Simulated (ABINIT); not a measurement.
## Ba2TaBiO6 (R-3): G0W0 in ABINIT against the screening cutoff in the self-energy

How does the gap of Ba2TaBiO6 (R-3) converge in the screening cutoff in the self-energy?

Main program and level: ABINIT 10.8.3; LDA and many-body steps on it, plane waves.

### 1. The starting structure

The structure is trigonal, space group R-3 (No. 148). Conventional cell: a = 6.151 Å, b = 6.151 Å, c = 14.869 Å, α = 90.00°, β = 90.00°, γ = 120.00°. Ba has 12 O at 2.76 to 3.40 Å nearest. Nearest to Ta lie 6 O at 2.01 Å. Nearest to Bi lie 6 O at 2.36 Å. O has 1 Ta at 2.01 Å and 1 Bi at 2.36 Å and 4 Ba at 2.76 to 3.40 Å nearest. Farther neighbours and most contacts between anions are not listed.

Structure file:

```cif
data_structure
_symmetry_space_group_name_H-M 'R-3:H'
_symmetry_Int_Tables_number 148
_cell_length_a 6.1513
_cell_length_b 6.1513
_cell_length_c 14.8687
_cell_angle_alpha 90.000
_cell_angle_beta 90.000
_cell_angle_gamma 120.000
_cell_volume 487.23
loop_
_atom_site_label
_atom_site_type_symbol
_atom_site_symmetry_multiplicity
_atom_site_Wyckoff_symbol
_atom_site_fract_x
_atom_site_fract_y
_atom_site_fract_z
_atom_site_occupancy
Ba1 Ba 6 c 0.33333 0.66667 0.41548 1
Ta1 Ta 3 b 0.33333 0.66667 0.16667 1
Bi1 Bi 3 a 0.00000 0.00000 0.00000 1
O1 O 18 f 0.63671 0.76677 0.08880 1
```

The cell and positions are those that the Materials Project relaxed with its own functionals (PBE, PBE+U or r2SCAN), kept fixed. Spin-orbit coupling is left out unless a step names it.

### 2. Screening, 2×2×2 mesh, 469 bands, screening to 217.7 eV

This step: ABINIT 10.8.3; RPA screening on LDA, plane waves, norm-conserving pseudopotentials.

The RPA dielectric matrix is built and inverted for each q.

File run.abi:

```
acell 3*1.0 Angstrom
rprim 
  3.075626834241 1.775713980676 4.956223105800
  -3.075626834241 1.775713980676 4.956223105800
  0.000000000000 -3.551427961352 4.956223105800
ntypat 4
znucl 56 73 83 8
natom 10
typat 1 1 2 3 4 4 4 4 4 4
xred 
  0.748816000000 0.748816000000 0.748816000000
  0.251184000000 0.251184000000 0.251184000000
  0.500000000000 0.500000000000 0.500000000000
  0.000000000000 0.000000000000 0.000000000000
  0.725510000000 0.218856000000 0.322035000000
  0.218856000000 0.322035000000 0.725510000000
  0.322035000000 0.725510000000 0.218856000000
  0.274490000000 0.781144000000 0.677965000000
  0.677965000000 0.274490000000 0.781144000000
  0.781144000000 0.677965000000 0.274490000000
pp_dirpath "pseudos"
pseudos "Ba.upf, Ta.upf, Bi.upf, O.upf"
ecut 36
ngkpt 2 2 2
nshiftk 1
shiftk 0 0 0
kptopt 1
chksymbreak 0
istwfk *1
occopt 1
irdwfk 1
optdriver 3
nband 469
ecuteps 8
inclvkb 2
awtr 1
symchi 1
indata_prefix "in"
outdata_prefix "out"
tmpdata_prefix "tmp"
```

Launch:

```console
> OMP_NUM_THREADS=1 mpirun -n 8 abinit run.abi > log
```

The log of the run:

```text
.Version 10.8.3 of ABINIT. v10.8.2 released Aug 2026.

 Symmetries : space group R-3 (#148); Bravais hR (rhombohedral)
[... echo of the input left out ...]
== DATASET  1 ==================================================================
-   mpi_nproc: 8, omp_nthreads: 1 (-1 if OMP is not activated)

--- !DatasetInfo
iteration_state: {dtset: 1, }
dimensions: {natom: 10, nkpt: 4, mband: 469, nsppol: 1, nspinor: 1, nspden: 1, mpw: 11312, }
cutoff_energies: {ecut:  36.0, pawecutdg:  -1.0, }
electrons: {nelect:   8.40000000E+01, charge:   0.00000000E+00, occopt:   1.00000000E+00, tsmear:   1.00000000E-02, }

 SCREENING: Calculation of the susceptibility and dielectric matrices

 Based on a program developped by R.W. Godby, V. Olevano, G. Onida, and L. Reining.
 Incorporated in ABINIT by V. Olevano, G.-M. Rignanese, and M. Torrent.
.Using double precision arithmetic ; gwpc =  8

[... cell and pseudopotentials left out ...]
--------------------------------------------------------------------------------

 ==== K-mesh for the wavefunctions ====
 Number of points in the irreducible wedge :     4
[... list of points left out ...]
 Together with  6 symmetry operations and time-reversal symmetry
 yields     8 points in the full Brillouin Zone.

 ==== Q-mesh for the screening function ====
 Number of points in the irreducible wedge :     4
[... list of points left out ...]
 Together with  6 symmetry operations and time-reversal symmetry
 yields     8 points in the full Brillouin Zone.

 setmesh: FFT mesh size selected  =    45x   45x   45
          total number of points  =        91125

 vcoul_init : cutoff-mode = AUXILIARY_FUNCTION
 q-points for optical limit:   1
     1)      0.000010    0.000020    0.000030

- screening: taking advantage of time-reversal symmetry
- Maximum band index for partially occupied states nbvw = 42
- Remaining bands to be divided among processors   nbcw = 427
- Number of bands treated by each node ~53

 Number of electrons calculated from density =   84.0000; Expected =   84.0000
 average of density, n =  0.076643
 r_s =    1.4604
 omega_plasma =   26.7050 [eV]

 calculating chi0 at frequencies [eV] :
  1    0.000000E+00    0.000000E+00
  2    0.000000E+00    2.670500E+01

--------------------------------------------------------------------------------
  q-point number  1        q = ( 0.000000, 0.000000, 0.000000) [r.l.u.]
--------------------------------------------------------------------------------
[... chi0 elements left out ...]
 For q-point:  0.000010 0.000020 0.000030
  dielectric constant =   6.5334
  dielectric constant without local fields =   7.2004

  Average fulfillment of the sum rule on Im[epsilon] for q-point    1 :     90.04  [%]
[... wings left out ...]
  q-point number  2        q = ( 0.500000, 0.000000, 0.000000) [r.l.u.]
--------------------------------------------------------------------------------
[... chi0 elements left out ...]
  Average fulfillment of the sum rule on Im[epsilon] for q-point    2 :     94.89  [%]

 [... 2 further q-points ...]
```

Run time: 4.8 min. Hardware: 8 MPI ranks of AMD EPYC 9B14 (Zen 4), shared host; peak memory 7.4 GiB; 38 min of CPU time.

Numbers from this step:

```
ε∞ with local fields, on this mesh, along the program's q direction : 6.533
the same without local fields                                       : 7.200
plasma frequency                                                    : 26.70 eV
plane waves in the screening matrix                                 : 1229
```

Local fields lower ε∞ by 9 %. On a Γ-centred mesh this coarse the value itself is usually too large, while a short band sum pulls it down.

### 3. 0.8 Ha

This step: G0W0 on LDA, plane waves, norm-conserving pseudopotentials.

run.abi, as its differences from that of step 2:

```diff
@@ -31,8 +31,19 @@
 irdwfk 1
-optdriver 3
+optdriver 4
 nband 469
-ecuteps 8
-inclvkb 2
-awtr 1
-symchi 1
+gwcalctyp 0
+ecutsigx 36
+symsigma 1
+nkptgw 3
+kptgw 
+  0.5000000000 0.5000000000 0.5000000000
+  0.5000000000 0.0000000000 0.0000000000
+  0.0000000000 0.0000000000 0.0000000000
+bdgw 
+  41 45
+  41 44
+  40 44
+ecuteps 0.8
+irdscr 1
+ppmodel 1
 indata_prefix "in"
```

The log of the run:

```text
.Version 10.8.3 of ABINIT. v10.8.2 released Aug 2026.

 Symmetries : space group R-3 (#148); Bravais hR (rhombohedral)
[... echo of the input left out ...]
== DATASET  1 ==================================================================
-   mpi_nproc: 8, omp_nthreads: 1 (-1 if OMP is not activated)

--- !DatasetInfo
iteration_state: {dtset: 1, }
dimensions: {natom: 10, nkpt: 4, mband: 469, nsppol: 1, nspinor: 1, nspden: 1, mpw: 11312, }
cutoff_energies: {ecut:  36.0, pawecutdg:  -1.0, }
electrons: {nelect:   8.40000000E+01, charge:   0.00000000E+00, occopt:   1.00000000E+00, tsmear:   1.00000000E-02, }

 SIGMA: Calculation of the GW corrections

 Based on a program developped by R.W. Godby, V. Olevano, G. Onida, and L. Reining.
 Incorporated in ABINIT by V. Olevano, G.-M. Rignanese, and M. Torrent.
.Using double precision arithmetic ; gwpc =  8

[... cell and pseudopotentials left out ...]
--------------------------------------------------------------------------------

 ==== K-mesh for the wavefunctions ====
 Number of points in the irreducible wedge :     4
[... list of points left out ...]
 Together with  6 symmetry operations and time-reversal symmetry
 yields     8 points in the full Brillouin Zone.

 ==== Q-mesh for screening function ====
 Number of points in the irreducible wedge :     4
[... list of points left out ...]
 Together with  6 symmetry operations and time-reversal symmetry
 yields     8 points in the full Brillouin Zone.

 vcoul_init : cutoff-mode = AUXILIARY_FUNCTION
 q-points for optical limit:   1
     1)      0.000010    0.000020    0.000030
 setmesh: FFT mesh size selected  =    64x   64x   64
          total number of points  =       262144

 Number of electrons calculated from density =   84.0000; Expected =   84.0000
 average of density, n =  0.076643
 r_s =    1.4604
 omega_plasma =   26.7050 [eV]

 === KS Band Gaps ===
  >>>> For spin  1
   Minimum direct gap =   2.5944 [eV], located at k-point      :   0.5000  0.0000  0.0000
   Fundamental gap    =   2.5660 [eV], Top of valence bands at :   0.5000  0.5000  0.5000
                                       Bottom of conduction at :   0.5000  0.0000  0.0000
 SIGMA fundamental parameters:
 PLASMON POLE MODEL  1
 number of plane-waves for SigmaX                11299
 number of plane-waves for SigmaC and W             27
 number of plane-waves for wavefunctions         11299
 number of bands                                   469
 number of independent spin polarizations            1
 number of spinorial components                      1
 number of k-points in IBZ                           4
 number of q-points in IBZ                           4
 number of symmetry operations                       6
 number of k-points in BZ                            8
 number of q-points in BZ                            8
 number of frequencies for dSigma/dE                 9
 frequency step for dSigma/dE [eV]                0.25
 number of omega for Sigma on real axis              0
 max omega for Sigma on real axis  [eV]           0.00
 zcut for avoiding poles [eV]                     0.10

 EPSILON^-1 parameters (SCR file):
 dimension of the eps^-1 matrix on file           1229
 dimension of the eps^-1 matrix used                27
 number of plane-waves for wavefunctions         11299
 number of bands                                   469
 number of q-points in IBZ                           4
 number of frequencies                               2
 number of real frequencies                          1
 number of imag frequencies                          1

 matrix elements of self-energy operator (all in [eV])

 Perturbative Calculation

--- !SelfEnergy_ee
iteration_state: {dtset: 1, }
kpoint     : [   0.500,    0.500,    0.500, ]
spin       : 1
KS_gap     :    2.705
QP_gap     :    4.571
Delta_QP_KS:    1.866
data: !SigmaeeData |
     Band     E0 <VxcDFT>   SigX SigC(E0)      Z dSigC/dE  Sig(E)    E-E0       E
       41   4.319 -18.520 -23.380   3.598   0.837  -0.195 -19.576  -1.056   3.263
       42   5.829 -19.904 -23.138   2.668   0.850  -0.176 -20.385  -0.481   5.348
       43   8.534 -14.126  -9.278  -3.222   0.852  -0.174 -12.741   1.385   9.919
       44   8.985 -14.588  -9.738  -3.210   0.852  -0.173 -13.190   1.398  10.383
       45   8.985 -14.588  -9.738  -3.210   0.852  -0.173 -13.190   1.398  10.383

--- !SelfEnergy_ee
iteration_state: {dtset: 1, }
kpoint     : [   0.500,    0.000,    0.000, ]
spin       : 1
KS_gap     :    2.594
QP_gap     :    4.467
Delta_QP_KS:    1.872
data: !SigmaeeData |
     Band     E0 <VxcDFT>   SigX SigC(E0)      Z dSigC/dE  Sig(E)    E-E0       E
       41   4.596 -18.752 -23.459   3.511   0.838  -0.193 -19.755  -1.002   3.594
[...]
--- !SelfEnergy_ee
iteration_state: {dtset: 1, }
kpoint     : [   0.000,    0.000,    0.000, ]
spin       : 1
KS_gap     :    3.957
QP_gap     :    5.735
Delta_QP_KS:    1.778
data: !SigmaeeData |
     Band     E0 <VxcDFT>   SigX SigC(E0)      Z dSigC/dE  Sig(E)    E-E0       E
[...]
42   5.059 -19.192 -23.294   3.151   0.842  -0.188 -19.993  -0.801   4.258
       43   9.016 -13.028  -8.888  -3.001   0.858  -0.166 -12.051   0.977   9.993
       44   9.195 -15.313  -9.486  -3.589   0.845  -0.183 -13.422   1.891  11.086

== END DATASET(S) ==============================================================
================================================================================

 -outvars: echo values of variables after computation  --------
           etotal      0.0000000000E+00
            nband         469
             nkpt           4
          spgroup         148
 [... the other variables as echoed above ...]

 Calculation completed.
```

Elapsed: 8.4 s, on 8 MPI ranks; peak memory 2.4 GiB.

Numbers from this step:

```
G0W0 gap on the points computed              : 4.438 eV
starting gap on the mesh                     : 2.566 eV
k of the valence top                         : 0.5, 0.5, 0.5
k of the conduction bottom                   : 0.5, 0, 0
Z at the valence top                         : 0.85
Z at the conduction bottom                   : 0.853
least direct G0W0 gap on the computed points : 4.467 eV
```

### 4. 1.6 Ha

run.abi, as its differences from that of step 3:

```diff
@@ -45,3 +45,3 @@
   40 44
-ecuteps 0.8
+ecuteps 1.6
 irdscr 1
```

The log of the run:

```text
.Version 10.8.3 of ABINIT. v10.8.2 released Aug 2026.

 Symmetries : space group R-3 (#148); Bravais hR (rhombohedral)
[... echo of the input left out ...]
== DATASET  1 ==================================================================
-   mpi_nproc: 8, omp_nthreads: 1 (-1 if OMP is not activated)

--- !DatasetInfo
iteration_state: {dtset: 1, }
dimensions: {natom: 10, nkpt: 4, mband: 469, nsppol: 1, nspinor: 1, nspden: 1, mpw: 11312, }
cutoff_energies: {ecut:  36.0, pawecutdg:  -1.0, }
electrons: {nelect:   8.40000000E+01, charge:   0.00000000E+00, occopt:   1.00000000E+00, tsmear:   1.00000000E-02, }

 SIGMA: Calculation of the GW corrections

 Based on a program developped by R.W. Godby, V. Olevano, G. Onida, and L. Reining.
 Incorporated in ABINIT by V. Olevano, G.-M. Rignanese, and M. Torrent.
.Using double precision arithmetic ; gwpc =  8

[... cell and pseudopotentials left out ...]
--------------------------------------------------------------------------------

 ==== K-mesh for the wavefunctions ====
 Number of points in the irreducible wedge :     4
[... list of points left out ...]
 Together with  6 symmetry operations and time-reversal symmetry
 yields     8 points in the full Brillouin Zone.

 ==== Q-mesh for screening function ====
 Number of points in the irreducible wedge :     4
[... list of points left out ...]
 Together with  6 symmetry operations and time-reversal symmetry
 yields     8 points in the full Brillouin Zone.

 vcoul_init : cutoff-mode = AUXILIARY_FUNCTION
 q-points for optical limit:   1
     1)      0.000010    0.000020    0.000030
 setmesh: FFT mesh size selected  =    64x   64x   64
          total number of points  =       262144

 Number of electrons calculated from density =   84.0000; Expected =   84.0000
[...]
number of plane-waves for wavefunctions         11299
 number of bands                                   469
 number of q-points in IBZ                           4
 number of frequencies                               2
 number of real frequencies                          1
 number of imag frequencies                          1

 matrix elements of self-energy operator (all in [eV])

 Perturbative Calculation

--- !SelfEnergy_ee
iteration_state: {dtset: 1, }
kpoint     : [   0.500,    0.500,    0.500, ]
spin       : 1
KS_gap     :    2.705
QP_gap     :    3.876
Delta_QP_KS:    1.171
data: !SigmaeeData |
     Band     E0 <VxcDFT>   SigX SigC(E0)      Z dSigC/dE  Sig(E)    E-E0       E
       41   4.319 -18.520 -23.380   4.262   0.794  -0.260 -18.995  -0.474   3.845
       42   5.829 -19.904 -23.138   3.045   0.814  -0.229 -20.058  -0.154   5.675
       43   8.534 -14.126  -9.278  -3.627   0.832  -0.201 -13.110   1.017   9.551
[...]
--- !SelfEnergy_ee
iteration_state: {dtset: 1, }
kpoint     : [   0.500,    0.000,    0.000, ]
spin       : 1
KS_gap     :    2.594
QP_gap     :    3.781
Delta_QP_KS:    1.186
data: !SigmaeeData |
     Band     E0 <VxcDFT>   SigX SigC(E0)      Z dSigC/dE  Sig(E)    E-E0       E
[...]
--- !SelfEnergy_ee
iteration_state: {dtset: 1, }
kpoint     : [   0.000,    0.000,    0.000, ]
spin       : 1
KS_gap     :    3.957
QP_gap     :    5.059
Delta_QP_KS:    1.101
data: !SigmaeeData |
     Band     E0 <VxcDFT>   SigX SigC(E0)      Z dSigC/dE  Sig(E)    E-E0       E
[...]
43   9.016 -13.028  -8.888  -3.203   0.839  -0.192 -12.242   0.786   9.802
       44   9.195 -15.313  -9.486  -4.098   0.823  -0.215 -13.890   1.423  10.619

== END DATASET(S) ==============================================================
================================================================================

 -outvars: echo values of variables after computation  --------
           etotal      0.0000000000E+00
            nband         469
             nkpt           4
          spgroup         148
 [... the other variables as echoed above ...]

 Calculation completed.
```

Elapsed: 13 s, on 8 MPI ranks; peak memory 3.1 GiB.

Numbers from this step:

```
G0W0 gap on the points computed              : 3.748 eV
starting gap on the mesh                     : 2.566 eV
k of the valence top                         : 0.5, 0.5, 0.5
k of the conduction bottom                   : 0.5, 0, 0
Z at the valence top                         : 0.814
Z at the conduction bottom                   : 0.834
least direct G0W0 gap on the computed points : 3.780 eV
```

### 5. 2.8 Ha

The self-energy is evaluated for the states that the input lists, and the levels follow from it, in one-shot runs by the linearised quasiparticle equation.

run.abi, as its differences from that of step 4:

```diff
@@ -45,3 +45,3 @@
   40 44
-ecuteps 1.6
+ecuteps 2.8
 irdscr 1
```

The log of the run:

```text
.Version 10.8.3 of ABINIT. v10.8.2 released Aug 2026.

 Symmetries : space group R-3 (#148); Bravais hR (rhombohedral)
[... echo of the input left out ...]
== DATASET  1 ==================================================================
-   mpi_nproc: 8, omp_nthreads: 1 (-1 if OMP is not activated)

--- !DatasetInfo
iteration_state: {dtset: 1, }
dimensions: {natom: 10, nkpt: 4, mband: 469, nsppol: 1, nspinor: 1, nspden: 1, mpw: 11312, }
cutoff_energies: {ecut:  36.0, pawecutdg:  -1.0, }
[...]
Band     E0 <VxcDFT>   SigX SigC(E0)      Z dSigC/dE  Sig(E)    E-E0       E
[...]
43   9.016 -13.028  -8.888  -3.195   0.832  -0.203 -12.242   0.786   9.802
       44   9.195 -15.313  -9.486  -4.188   0.816  -0.225 -13.975   1.338  10.533

== END DATASET(S) ==============================================================
================================================================================

 -outvars: echo values of variables after computation  --------
           etotal      0.0000000000E+00
            nband         469
             nkpt           4
          spgroup         148
 [... the other variables as echoed above ...]

 Calculation completed.
```

Run time: 22 s. Hardware: 8 MPI ranks; peak memory 3.2 GiB; 2.8 min of CPU time.

Numbers from this step:

| Item | Value |
| --- | --- |
| G0W0 gap on the points computed | 3.609 eV |
| starting gap on the mesh | 2.566 eV |
| k of the valence top | 0.5, 0.5, 0.5 |
| k of the conduction bottom | 0.5, 0, 0 |
| least direct G0W0 gap on the computed points | 3.643 eV |

The gap on the mesh goes from 2.57 eV to 3.61 eV, a correction of +1.04 eV.

### 6. 4 Ha

run.abi, as its differences from that of step 5:

```diff
@@ -45,3 +45,3 @@
   40 44
-ecuteps 2.8
+ecuteps 4
 irdscr 1
```

The log of the run:

```text
.Version 10.8.3 of ABINIT. v10.8.2 released Aug 2026.

 Symmetries : space group R-3 (#148); Bravais hR (rhombohedral)
[... echo of the input left out ...]
== DATASET  1 ==================================================================
-   mpi_nproc: 8, omp_nthreads: 1 (-1 if OMP is not activated)

--- !DatasetInfo
iteration_state: {dtset: 1, }
dimensions: {natom: 10, nkpt: 4, mband: 469, nsppol: 1, nspinor: 1, nspden: 1, mpw: 11312, }
cutoff_energies: {ecut:  36.0, pawecutdg:  -1.0, }
[...]
Band     E0 <VxcDFT>   SigX SigC(E0)      Z dSigC/dE  Sig(E)    E-E0       E
[...]
43   9.016 -13.028  -8.888  -3.185   0.829  -0.206 -12.236   0.791   9.807
       44   9.195 -15.313  -9.486  -4.210   0.814  -0.229 -13.998   1.315  10.511

== END DATASET(S) ==============================================================
================================================================================

 -outvars: echo values of variables after computation  --------
           etotal      0.0000000000E+00
            nband         469
             nkpt           4
          spgroup         148
 [... the other variables as echoed above ...]

 Calculation completed.
```

Wall time 40 s (8 MPI ranks); peak memory 4.3 GiB; 5.2 min of CPU time.

Numbers from this step:

```
G0W0 gap on the points computed              : 3.615 eV
starting gap on the mesh                     : 2.566 eV
k of the valence top                         : 0.5, 0.5, 0.5
k of the conduction bottom                   : 0.5, 0, 0
least direct G0W0 gap on the computed points : 3.650 eV
```

Against the run before, the gap moves by +0.006 eV.

(Part 1 of 2 ends here.)

[Paths, hosts, dates, memory and timing lines, banners, echoed tables and standing remarks are left out of the program output.]

[Logs are printed without paths, hosts, clocks, repeated set-up lines and the standing remarks that a program may print on its own settings, such as how far it seeks lower states.]

[Runs of the session that timed out or met a known fault of the program may be left out.]

[No measured gap is set beside runs whose start may be inverted or whose files or cutoffs have a known fault.]

[Hosts, paths, dates, database ids (printed as entryN), source tags and the programs' standing remarks are cut or masked in the printed files.]

[G0W0 gaps are taken among the corrected bands and points alone; a level outside them can change the order at an edge.]

[Where Ansatz stands beside ABINIT at settings called matched, ABINIT's density can come from a denser mesh and the files from another edition; pairs whose starting gaps differed by over 0.03 eV were left out, so agreement reads better than it is.]
